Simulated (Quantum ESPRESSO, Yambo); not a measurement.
Planning a run of Yambo 5.3.0 on CdF2 (Fm-3m). The input:

```
HF_and_locXC
gw0
dyson
ppa
em1d
rim_cut
RandQpts= 1000000
RandGvec= 1 RL
EXXRLvcs= 94 Ry
VXCRLvcs= 376 Ry
Chimod= "HARTREE"
% BndsRnXp
 1 | 141 |
%
NGsBlkXp= 15 Ry
% LongDrXp
 1 | 1 | 1 |
%
% GbndRnge
 1 | 141 |
%
DysSolver= "n"
ExtendOut
PPAPntXp= 27.21138 eV
% QPkrange
 1 | 8 | 15 | 20 |
%
GfnQPdb= "E < ./gw6_fix/ndb.QP"
XfnQPdb= "E < ./gw6_fix/ndb.QP"
```

```sh
OMP_NUM_THREADS=1 mpirun -n 4 yambo -F gw7.in -J gw7 -C gw7 > gw7.log
```

The stored states that it reads are on a 4×4×4 mesh. The structure is cubic, space group Fm-3m (No. 225). Conventional cell: a = 5.388 Å, b = 5.388 Å, c = 5.388 Å, α = 90.00°, β = 90.00°, γ = 90.00°. Nearest to Cd lie 8 F at 2.33 Å. Nearest to F lie 4 Cd at 2.33 Å. Farther neighbours and most contacts between anions are not listed.

Question: How long will it take on 4 MPI ranks of Intel Xeon Platinum 8259CL at 2.50GHz (Skylake/Cascade Lake), shared host, and how much memory?

It took 16 min; on shared hardware allow 8.1 min to 32 min. Peak host memory was 1.8 GiB.

The screening grows as filled bands × empty bands × pairs of k points, times the square of the screening basis for the matrix.

[Paths, hosts, dates, memory and timing lines, banners, echoed tables and standing remarks are left out of the program output.]

[Logs are printed without paths, hosts, clocks, repeated set-up lines and the standing remarks that a program may print on its own settings, such as how far it seeks lower states.]

[Runs of the session that timed out or met a known fault of the program may be left out.]

[Hosts, paths, dates, database ids (printed as entryN), source tags and the programs' standing remarks are cut or masked in the printed files.]
